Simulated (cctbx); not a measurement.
# Lattice, Laue class and space group of a new crystal

Cell: a = 13.6700 Å, b = 6.1930 Å, c = 7.3940 Å, α = 90.00°, β = 122.72°, γ = 90.00°. Expected content of the cell: Cs4 Te4 Co2 Fe4 S4.

The data are simulated with cctbx, not measured: Cu Kα, λ = 1.54184 Å, to d = 0.83 Å, 70 % of the full sphere, strongest reflection 5000 counts, noise from counting, a 1.5 % proportional error and a noise floor of 2 counts (s.d.); no absorption.

Tests on the unmerged data give:

```text
2699 reflections to d = 0.831 A
centring   violations  <I/sigma> of those
    A        622 of  1355      7.3
    B        622 of  1364      7.2
    C          0 of  1379      0.0
    I        617 of  1368      7.3
    R        814 of  1800      7.5
    F        622 of  2049      4.8
Laue class    unique    Rint  (classes that these axes allow; Friedel mates merged)
C 1 2/m 1         522   0.042
space group    extra absences  I>4sigma  <I/sigma>
C 1 2 1                 0          0         -  acentric
C 1 m 1                 0          0         -  acentric
C 1 2/m 1               0          0         -  centric
Wilson B = 1.03 A^2   <|E^2-1|> = 0.690 (0.968 centric, 0.736 acentric)   E^2>4: 0.2 %
shell (A)         n   <I/sigma>
 6.22 - 1.65     72     28.2
 1.65 - 1.32     69     23.2
 1.32 - 1.15     65     22.7
 1.15 - 1.05     55     21.5
 1.05 - 0.97     71     17.9
 0.97 - 0.91     68     17.5
 0.91 - 0.87     60     15.6
 0.87 - 0.83     62     13.6
```

Q: Read the symmetry from these tables.

The reflections that C centring forbids are absent (⟨I/σ⟩ near 0), so the lattice is C.

Only C 1 2/m 1 fits these axes (Rint 0.042); a search for a hidden higher lattice was not made. It includes Bijvoet differences, since Friedel mates are merged.

3 settings pass the absence test. No glide or screw absences show, which leaves C 1 2 1, C 1 m 1 and C 1 2/m 1.

⟨|E²−1|⟩ = 0.690 leans to a non-centrosymmetric structure. The Wilson B of 1.03 Å² means U ≈ 0.0130 Å².

The true group is Cm (no. 8), Laue class 2/m, non-centrosymmetric. The tables only narrow the choice to the tied entries; cell content, site symmetry and trial solutions must settle it.

The model is made up (kin elements in a known structure type, no relaxation), so it says nothing on whether the phase exists.

[Logs are printed without paths, hosts, clocks, repeated set-up lines and the standing remarks that a program may print on its own settings, such as how far it seeks lower states.]
